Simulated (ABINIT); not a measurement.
Planning a run of ABINIT 10.8.3 on Ga2O3 (R-3c). The input:

```
acell 3*1.0 Angstrom
rprim 
  2.498699193881 1.442624652211 4.483549768500
  -2.498699193881 1.442624652211 4.483549768500
  0.000000000000 -2.885249304422 4.483549768500
ntypat 2
znucl 31 8
natom 10
typat 1 1 1 1 2 2 2 2 2 2
xred 
  0.855585580000 0.855585580000 0.855585580000
  0.644414420000 0.644414420000 0.644414420000
  0.144414420000 0.144414420000 0.144414420000
  0.355585580000 0.355585580000 0.355585580000
  0.750000000000 0.446832820000 0.053167180000
  0.446832820000 0.053167180000 0.750000000000
  0.053167180000 0.750000000000 0.446832820000
  0.250000000000 0.553167180000 0.946832820000
  0.946832820000 0.250000000000 0.553167180000
  0.553167180000 0.946832820000 0.250000000000
pp_dirpath "pseudos"
pseudos "Ga.upf, O.upf"
ecut 45
ngkpt 4 4 4
nshiftk 1
shiftk 0 0 0
kptopt 1
chksymbreak 0
nband 69
occopt 1
tolvrs 1e-08
nstep 60
prtwf 0
optforces 0
optstress 0
indata_prefix "in"
outdata_prefix "out"
tmpdata_prefix "tmp"
```

```sh
OMP_NUM_THREADS=1 mpirun -n 8 abinit run.abi > log
```

Estimate wall time and host memory on 8 MPI ranks of Arm Neoverse V2, shared host.

It took 71 s; on shared hardware allow 35 s to 2.4 min. Peak host memory was 1.1 GiB.

[Paths, hosts, dates, memory and timing lines, banners, echoed tables and standing remarks are left out of the program output.]

[Logs are printed without paths, hosts, clocks, repeated set-up lines and the standing remarks that a program may print on its own settings, such as how far it seeks lower states.]

[Runs of the session that timed out or met a known fault of the program may be left out.]

[Hosts, paths, dates, database ids (printed as entryN), source tags and the programs' standing remarks are cut or masked in the printed files.]

[G0W0 gaps are taken among the corrected bands and points alone; a level outside them can change the order at an edge.]

[Where Ansatz stands beside ABINIT at settings called matched, ABINIT's density can come from a denser mesh and the files from another edition; pairs whose starting gaps differed by over 0.03 eV were left out, so agreement reads better than it is.]
